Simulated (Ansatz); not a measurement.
# W2CS2 MXene monolayer in a perpendicular field, part 2 of 2

What dipole does a perpendicular field induce in the W2CS2 MXene monolayer? A positive field points along +c.

Ansatz 0.2.0; plane-wave DFT, PBE-D3(BJ), Ansatz PAW.

So far. Step 2 (Relaxing the slab): The lattice constant a goes from 3.125 to 3.241 Å.

**3. Single point, field 0**

A sawtooth potential applies the field, turning back in the middle of the vacuum. With the dipole correction the typed value is the field outside the slab. The induced dipole is small, so the SCF threshold is tight.

The cell differs from the one that the last finished run ended in (c 42.950 → 23.383 Å).

input.yaml reads:

```yaml
crystal:
  lattice:
    - [3.2406867322, 0.0, 0.0]
    - [-1.6203433661, 2.8065170358, 0.0]
    - [0.0, 0.0, 23.3834750428]
  atoms:
    - { symbol: S, position: [0.3333333333, 0.6666666667, 0.3848871899] }
    - { symbol: W, position: [0.6666666667, 0.3333333333, 0.4542308865] }
    - { symbol: C, position: [0.0, 0.0, 0.5] }
    - { symbol: W, position: [0.3333333333, 0.6666666667, 0.5457691135] }
    - { symbol: S, position: [0.6666666667, 0.3333333333, 0.6151128101] }
kpoints:
  mp_grid: { grid: [18, 18, 1] }
  band_path:
    path: [[0, 0, 0], [0.5, 0, 0], [0.33333333, 0.33333333, 0], [0, 0, 0]]
    npoints: 16
hamiltonian:
  xc: pbe
  dispersion: d3bj
scf:
  occupations: { method: fermi_dirac, width: 0.02585 }
  convergence: { dr2_threshold: 1.0e-10 }
efield:
  axis: 3
  dipole_correction: true
  ramp_position: 0.97
  ramp_width: 0.06
  amplitude: 0
output:
  dos: { projected: true, e_range: [-6, 5] }
  write_potential: true
  write_density: true
  volumetric_format: npy
  elf: true
```

Started as:

```sh
$ ansatz run input.yaml --threads 2 --pin off --max-ram 3072MiB --backend cpu --events-out ev --progress --plain --runs-dir out
```

Numbers of over 12 decimals in the logs are rounded to 6 here.

Output:

```text
[...]
Crystal: 5 atoms, lattice volume = 212.674 Å³
Basis set: ecut = 420 eV, 4255 PW (Γ)
Bands: 27, of which v1, the nominal top of the filled ones, is band 22 counted from 1 (21 counted from 0)
Symmetry: 6 space group operations
k-points: 37 of 324 (time reversal used)
[...]
SCF iter   1: F=—  HF=-22827.902694 eV  |F-HF|=—  |Δ(HF+E_count)|=         —  Δρ=4.20e-3  dr2=7.14e-2  ethr=1.77e-3  p=0.000 e·Å  D=3.51e-14 V/Å  ΔV_dip=-0.00 eV  dr2_dipole=9.45e-9  V_vac-E_F(+/−)=5.20/5.20 eV  ⟨swp⟩=10.1  Hψ=6401  notcnv=0
efield: sawtooth ramp at fractional position 0.9700 (set: `efield.ramp_position`, or a place that a band, a saddle search or an elastic batch's reference lends), width 0.0600; the density the first Hamiltonian is built on has a dipole p = 0.000 e·Å; the dipole correction subtracts the counter field D = 3.51e-14 V/Å, which shifts the + side's vacuum level by -0.00 eV against the − side's; the planar-averaged density in the ramp window peaks in size at 1.0e-5 e/Å³
[...]
SCF iter   2: F=—  HF=-22827.902280 eV  |F-HF|=—  |Δ(HF+E_count)|=   4.14e-4  Δρ=1.88e-3  dr2=2.49e-2  ethr=1.62e-4  p=-0.000 e·Å  D=-3.83e-6 V/Å  ΔV_dip=0.00 eV  dr2_dipole=3.54e-10  V_vac-E_F(+/−)=5.11/5.11 eV  ⟨swp⟩=3.1  Hψ=1851  notcnv=0  defer=11
[...]
SCF iter   9: F=-22827.899196 eV  HF=-22827.899196 eV  |F-HF|=3.64e-12  |Δ(HF+E_count)|=   1.02e-9  Δρ=5.41e-8  dr2=4.46e-12  ethr=1.00e-12  p=0.000 e·Å  D=1.80e-9 V/Å  ΔV_dip=-0.00 eV  dr2_dipole=3.08e-17  V_vac-E_F(+/−)=5.05/5.05 eV  ⟨swp⟩=5.5  Hψ=2866  notcnv=0
SCF 1 converged in 9 iterations: F = -22827.899196 eV  dr2 = 4.46e-12
[...]
NSCF: frozen V_eff on 49 k-points
efield: sawtooth ramp at fractional position 0.9700 (kept from the solve that this one continues, or follows in the run), width 0.0600; the density the first Hamiltonian is built on has a dipole p = 0.000 e·Å; the dipole correction subtracts the counter field D = 1.80e-9 V/Å, which shifts the + side's vacuum level by -0.00 eV against the − side's; the planar-averaged density in the ramp window peaks in size at 2.2e-6 e/Å³
[...]
SCF converged after 9 iterations
Free energy (F): -22827.899196 eV
[...]
Internal energy: -22827.894337 eV  (E = F + TS)
E sigma→0 (E₀):  -22827.896766 eV
Entropy (-TS):   -0.004859 eV (-0.972 meV/atom)
Fermi energy:    1.845335 eV
Dipole field:    D = -0.000000 V/Å  (p = -0.000000 e·Å, saw-weighted, corrected)
Work function:   Φ+ = 5.0456 eV   Φ− = 5.0457 eV
Levels:          The Fermi level and band energies are counted from a zero that moves with the ramp; work functions are not
[...]
--- Band table (eV; the first three rows and the last of 37) ---
  k-point 0: bands = [... 18 lower, -0.6677, -0.6677, 0.7462, 1.2073, 1.2073, 2.5616, 2.5616, 2.9869, ... 1 higher]
  k-point 1: bands = [... 18 lower, -0.7799, -0.5610, 0.5053, 1.2392, 1.3478, 2.5727, 2.6434, 3.1885, ... 1 higher]
  k-point 2: bands = [... 18 lower, -1.0165, -0.5226, 0.0771, 1.2538, 1.5438, 2.6212, 2.9134, 3.4919, ... 1 higher]
  k-point 36: bands = [... 18 lower, -2.3834, -2.3834, 1.1236, 1.1236, 1.3668, 3.5139, 3.5139, 4.2171, ... 1 higher]
```

The job ended after 17 s (2 threads of Arm Neoverse V2, shared host; peak memory 0.55 GiB; 33 s of CPU time).

Reading the cycles: dr2 is the Hartree energy of the density residual (eV), the measure of convergence; HF is the Harris–Foulkes estimate of the energy, which meets the free energy F at convergence.

This step gave:

* energy at zero smearing: -22827.8968 eV
* work function, upper face: 5.046 eV
* dipole along the normal: -6.40e-9 e·Å

Running mean over a fixed 2.8 Å (it still follows the layers) of the planar mean; the ramp of the sawtooth is left out. Electron's electrostatic potential energy less the Fermi level against z:

```
z (Å)  electron's electrostatic potential energy less the Fermi level (eV)
    3                                                                 5.05
    4                                                                 5.05
    5                                                                 5.04
    6                                                                 5.01
    7                                                                 4.23
    8                                                             -0.00358
    9                                                                -5.27
   10                                                                -11.4
   11                                                                -13.5
   12                                                                -14.8
   13                                                                -12.2
   14                                                                -8.26
   15                                                                -1.65
   16                                                                 2.85
   17                                                                 4.93
   18                                                                 5.04
   19                                                                 5.05
   20                                                                 5.05
```

The density of states has structure finer than the step of the table below, so its rows give means over 0.2 eV, whole bins alone (the curve runs from -6 to 1.75 eV). Peaks (eV: height): -5.70: 9.72, -5.42: 6.58, -3.41: 6.25, -2.86: 9.73, 0.78: 7.66, 1.28: 10.3, 1.66: 20.4.

Table of density of states by energy, zero at the Fermi level; means over each step:

energy (eV), density of states (states/eV a cell) and a bar from the least value:
```
     -5.8        4.6 #############
     -5.6        4.0 ###########
     -5.4        4.1 ############
     -5.2        3.0 ########
     -5.0        2.5 ######
     -4.8        2.6 ######
     -4.6        2.5 ######
     -4.4        2.4 #####
     -4.2        3.2 ########
     -4.0        3.8 ##########
     -3.8        3.8 ###########
     -3.6        4.7 ##############
     -3.4        5.4 ################
     -3.2        4.7 ##############
     -3.0        4.0 ###########
     -2.8        3.8 ###########
     -2.6        1.2 #
     -2.4        2.0 ####
     -2.2        2.6 ######
     -2.0        2.3 #####
     -1.8        1.6 ##
     -1.6        1.2 #
     -1.4        1.1 
     -1.2        1.2 #
     -1.0        1.2 #
     -0.8        1.9 ####
     -0.6        2.3 #####
     -0.4        1.4 #
     -0.2        1.5 ##
      0.0        1.8 ###
      0.2        1.9 ###
      0.4        1.6 ##
      0.6        2.0 ####
      0.8        4.6 #############
      1.0        1.0 
      1.2        4.2 ############
      1.4        5.2 ################
      1.6        9.1 ##############################
```

Projected DOS per atom over height of the atomic layer and energy from the Fermi level. Layers: S W C W S from below.

Values in states/eV, 22 rows by 5 columns, each cell a mean:
```
0.62 2.65 0.29 2.65 0.62
0.34 1.66 0.34 1.66 0.34
0.12 1.26 0.21 1.26 0.12
0.15 0.69 0.12 0.69 0.15
0.18 0.68 0.09 0.68 0.18
0.20 0.53 0.08 0.53 0.20
0.36 0.54 0.13 0.54 0.36
0.28 0.44 0.09 0.44 0.28
0.21 0.31 0.10 0.31 0.21
0.28 0.28 0.13 0.28 0.28
0.52 0.43 0.20 0.43 0.52
0.72 0.34 0.20 0.34 0.72
0.57 0.31 0.11 0.31 0.57
1.34 0.67 0.25 0.67 1.34
1.53 0.98 0.21 0.98 1.53
1.19 0.80 0.20 0.80 1.19
1.06 0.64 0.21 0.64 1.06
0.64 0.48 0.17 0.48 0.64
0.60 0.53 0.25 0.53 0.60
0.61 0.63 0.31 0.63 0.61
0.72 0.70 0.66 0.70 0.72
0.91 1.05 0.96 1.05 0.91
```
Columns: height of the atomic layer (Å) from 9 to 14.4 (not evenly spaced); rows upwards: energy from the Fermi level (eV) from -5.96 to 1.69.

Electronic bands along the path, in eV, zero at the Fermi level:

| point | band 19 | band 20 | band 21 | band 22 | band 23 | band 24 | band 25 | band 26 |
| --- | --- | --- | --- | --- | --- | --- | --- | --- |
| Γ | -2.51 | -2.51 | -1.10 | -0.64 | -0.64 | 0.72 | 0.72 | 1.14 |
| halfway | -2.84 | -2.64 | -2.46 | -0.59 | 0.13 | 1.12 | 1.48 | 1.91 |
| M | -3.19 | -3.12 | -2.18 | 0.37 | 0.84 | 1.43 | 1.53 | 1.81 |
| halfway | -3.80 | -3.43 | -1.80 | 0.12 | 0.31 | 1.42 | 1.69 | 2.65 |
| K | -4.23 | -4.23 | -0.72 | -0.72 | -0.48 | 1.67 | 1.67 | 2.37 |
| halfway | -3.00 | -2.96 | -1.58 | -1.55 | 0.75 | 1.34 | 1.59 | 2.03 |
| Γ | -2.51 | -2.51 | -1.10 | -0.64 | -0.64 | 0.72 | 0.72 | 1.14 |

ELF in the ca plane at fractional y = 0.333, with atoms of W and S within 0.2 Å of it. It is the smooth field of the valence electrons, not physical close to the nuclei.

Values, 5 rows by 16 columns, each cell a mean:
```
0.00 0.00 0.00 0.00 0.05 0.27 0.36 0.51 0.36 0.25 0.52 0.76 0.80 0.27 0.01 0.00
0.00 0.00 0.00 0.00 0.01 0.05 0.22 0.44 0.46 0.21 0.57 0.31 0.90 0.43 0.03 0.00
0.00 0.00 0.00 0.00 0.05 0.27 0.36 0.52 0.36 0.25 0.52 0.75 0.81 0.28 0.01 0.00
0.00 0.00 0.00 0.01 0.25 0.68 0.66 0.26 0.47 0.29 0.26 0.44 0.24 0.03 0.00 0.00
0.00 0.00 0.00 0.01 0.26 0.70 0.67 0.26 0.48 0.29 0.25 0.41 0.21 0.03 0.00 0.00
```
Columns run along c (16.0 Å, from fractional 0.13 to 0.82 of the cell), rows up along a (3.2 Å). Atoms in or near the plane, at fractional coordinates: W at (0.45, 0.67), S at (0.62, 0.67).

Valence density in the ca plane at fractional y = 0.333, with atoms of W and S within 0.2 Å of it. It is the smooth field of the valence electrons, not physical close to the nuclei.

Ten steps, logarithmic in the rise over the least value, from '0' (0.0 e/Å³) to '9' (5.0 e/Å³), each cell a mean:
```
00000000000001233446786544444566543100000000
00000000000000122358999643334666664200000000
00000000000000112358999743334664664210000000
00000000000000123358999643334666664200000000
00000000000001234445776544444556542100000000
00000000000001345544444555554444321000000000
00000000000001345544344555665433211000000000
00000000000001244544444555554444321000000000
```
Columns run along c (16.0 Å, from fractional 0.13 to 0.82 of the cell), rows up along a (3.2 Å). Atoms in or near the plane, at fractional coordinates: W at (0.45, 0.67), S at (0.62, 0.67).

Electrostatic potential energy in the ca plane at fractional y = 0.333, with atoms of W and S within 0.2 Å of it. With pseudopotentials it is smooth inside the atoms' cores, unlike the true potential.

Ten even steps from '0' (-42 eV) to '9' (7 eV), each cell a mean:
```
99999999999999999999886313678878865579999999
99999999999999999999972000278888721138999999
99999999999999999999871000168898612227999999
99999999999999999999973000278888721148999999
99999999999999999999886433688777875679999999
99999999999999999988788877887656788999999999
99999999999999999987788888877545789999999999
99999999999999999998888777887666888899999999
```
Columns run along c (16.0 Å, from fractional 0.08 to 0.76 of the cell; values clipped at the 3rd and 97th percentile), rows up along a (3.2 Å). Atoms in or near the plane, at fractional coordinates: W at (0.45, 0.67), S at (0.62, 0.67).

The work function of the upper face is 5.05 eV.

**4. Atoms held, field 0.1 V/Å**

input.yaml: that of step 3 with these lines changed.

```diff
@@ -27,5 +27,4 @@
   ramp_width: 0.06
-  amplitude: 0
+  amplitude: 0.1
 output:
-  dos: { projected: true, e_range: [-6, 5] }
   write_potential: true
@@ -33,2 +32 @@
   volumetric_format: npy
-  elf: true
```

Output:

```text
[...]
Crystal: 5 atoms, lattice volume = 212.674 Å³
Basis set: ecut = 420 eV, 4255 PW (Γ)
Bands: 27, of which v1, the nominal top of the filled ones, is band 22 counted from 1 (21 counted from 0)
Symmetry: 6 space group operations
k-points: 37 of 324 (time reversal used)
[...]
k-point 0: bands = [... 18 lower, -0.6680, -0.6680, 0.7458, 1.2069, 1.2069, 2.5612, 2.5612, 2.9865, ... 1 higher]
  k-point 1: bands = [... 18 lower, -0.7802, -0.5614, 0.5050, 1.2388, 1.3475, 2.5723, 2.6430, 3.1881, ... 1 higher]
  k-point 2: bands = [... 18 lower, -1.0168, -0.5230, 0.0769, 1.2535, 1.5434, 2.6208, 2.9131, 3.4915, ... 1 higher]
  k-point 36: bands = [... 18 lower, -2.3932, -2.3741, 1.1209, 1.1256, 1.3664, 3.5118, 3.5153, 4.2167, ... 1 higher]
[key lines of the parts left out:]
SCF converged after 10 iterations
Free energy (F): -22827.901037 eV
Fermi energy:    1.844964 eV
Dipole field:    D = 0.031341 V/Å  (p = 0.036836 e·Å, saw-weighted, corrected)
```

It took 17 s on 2 threads; peak memory 0.53 GiB.

The dipole is 0.0368 e·Å.

**5. Single point, field -0.1 V/Å**

input.yaml: that of step 4 with these lines changed.

```diff
@@ -27,3 +27,3 @@
   ramp_width: 0.06
-  amplitude: 0.1
+  amplitude: -0.1
 output:
```

Output:

```text
[...]
Crystal: 5 atoms, lattice volume = 212.674 Å³
Basis set: ecut = 420 eV, 4255 PW (Γ)
Bands: 27, of which v1, the nominal top of the filled ones, is band 22 counted from 1 (21 counted from 0)
Symmetry: 6 space group operations
k-points: 37 of 324 (time reversal used)
[...]
k-point 0: bands = [... 18 lower, -0.6680, -0.6680, 0.7458, 1.2069, 1.2069, 2.5612, 2.5612, 2.9865, ... 1 higher]
  k-point 1: bands = [... 18 lower, -0.7802, -0.5614, 0.5050, 1.2388, 1.3475, 2.5723, 2.6430, 3.1881, ... 1 higher]
  k-point 2: bands = [... 18 lower, -1.0168, -0.5230, 0.0769, 1.2535, 1.5434, 2.6208, 2.9131, 3.4915, ... 1 higher]
  k-point 36: bands = [... 18 lower, -2.3932, -2.3741, 1.1209, 1.1256, 1.3664, 3.5118, 3.5153, 4.2167, ... 1 higher]
[key lines of the parts left out:]
SCF converged after 10 iterations
Free energy (F): -22827.901037 eV
Fermi energy:    1.844965 eV
Dipole field:    D = -0.031342 V/Å  (p = -0.036836 e·Å, saw-weighted, corrected)
```

The job ended after 18 s (2 threads; peak memory 0.53 GiB; 35 s of CPU time).

The dipole is -0.0368 e·Å.

**6. Response, atoms held**

This step: plane-wave DFT, PBE-D3(BJ), Ansatz PAW; response to a field along the normal, atoms held (Ansatz 0.2.0).

The dipoles give the slope, and the difference of two potentials shows where the field is screened.

This step gave:

```
equivalent conductor thickness p/(ε₀AE) : 7.329 Å
distance between the outer atoms        : 5.383 Å
```

The dipole of the cell by applied field:

```
applied field (V/Å)  dipole of the cell (e·Å)
            -0.1000                   -0.0368
             0.0000                         0
             0.1000                    0.0368
```

Local field over the applied field, running mean. From the potentials at -0.1 and 0.1 V/Å; running mean over 2.5 Å. Table of local field over applied field by z:

```
z (Å)  local field over applied field
  4.5                           0.999
  5.0                           0.997
  5.5                           0.991
  6.0                           0.974
  6.5                           0.928
  7.0                           0.829
  7.5                           0.676
  8.0                           0.498
  8.5                           0.317
  9.0                           0.171
  9.5                          0.0808
 10.0                          0.0382
 10.5                          0.0216
 11.0                          0.0204
 11.5                          0.0164
 12.0                          0.0177
 12.5                          0.0203
 13.0                          0.0236
 13.5                          0.0451
 14.0                          0.0972
 14.5                           0.199
 15.0                           0.358
 15.5                           0.541
 16.0                           0.715
 16.5                           0.858
 17.0                           0.942
 17.5                           0.979
 18.0                           0.993
 18.5                           0.998
 19.0                           0.999
```

Electrons, planar mean, per unit field. The induced electron density by z:

| z (Å) | induced electron density (e/Å³ per V/Å) |
| --- | --- |
| 4.09 | 1.4e-6 |
| 4.53 | 3.8e-6 |
| 4.97 | 1.1e-5 |
| 5.26 | 2.2e-5 |
| 5.70 | 5.9e-5 |
| 6.14 | 1.6e-4 |
| 6.58 | 4.0e-4 |
| 7.02 | 9.7e-4 |
| 7.31 | 0.00165 |
| 7.75 | 0.00308 |
| 8.18 | 0.00355 |
| 8.62 | 0.00171 |
| 9.06 | 0.00115 |
| 9.50 | 3.4e-4 |
| 9.79 | -6.3e-4 |
| 10.23 | -5.1e-4 |
| 10.67 | 9.6e-4 |
| 11.11 | -4.0e-6 |
| 11.55 | 1.2e-4 |
| 11.84 | -1.2e-4 |
| 12.28 | 4.0e-6 |
| 12.71 | -9.6e-4 |
| 13.15 | 5.1e-4 |
| 13.59 | 6.3e-4 |
| 13.88 | -3.4e-4 |
| 14.32 | -0.00115 |
| 14.76 | -0.00171 |
| 15.20 | -0.00355 |
| 15.64 | -0.00308 |
| 16.08 | -0.00165 |
| 16.37 | -9.7e-4 |
| 16.81 | -4.0e-4 |
| 17.25 | -1.6e-4 |
| 17.68 | -5.9e-5 |
| 18.12 | -2.2e-5 |
| 18.41 | -1.1e-5 |
| 18.85 | -3.8e-6 |
| 19.29 | -1.4e-6 |

By hand: between -0.1 and 0.1 V/Å the dipole changes by 0.07367 e·Å, a slope of 0.3684 e·Å²/V. A perfect conductor of thickness t has p = ε₀AEt, so t = 180.95 × 0.3684 / 9.095 = 7.33 Å (e/ε₀ = 180.95 V·Å, A in Å²).

The induced dipole is that of a conductor 7.33 Å thick.

**7. Results**

| Property | Result |
| --- | --- |
| gap without field | none |
| work function, upper face | 5.05 eV |
| equivalent conductor thickness, atoms held | 7.33 Å |

**Reading.** The induced dipole equals that of a perfect conductor 7.33 Å thick, while the outer atoms lie 5.38 Å apart. There is no gap over 0.03 eV, with or without the field. The main runs have no spin polarisation; a magnetic state could lie lower and would change these results. Spin-orbit coupling is left out, which matters for the bands of elements this heavy. The MXene's terminations sit over the metal atoms of its far layer; the site over carbon or nitrogen, which some compounds prefer, was not run.

[Logs are printed without paths, hosts, clocks, repeated set-up lines and the standing remarks that a program may print on its own settings, such as how far it seeks lower states.]

[Hosts, paths, dates, database ids (printed as entryN), source tags and the programs' standing remarks are cut or masked in the printed files.]

[Maps of the electrostatic potential energy from Ansatz leave out the sawtooth potential of an applied field or a dipole correction, so their vacuum need not be flat; planar profiles and work functions include it.]
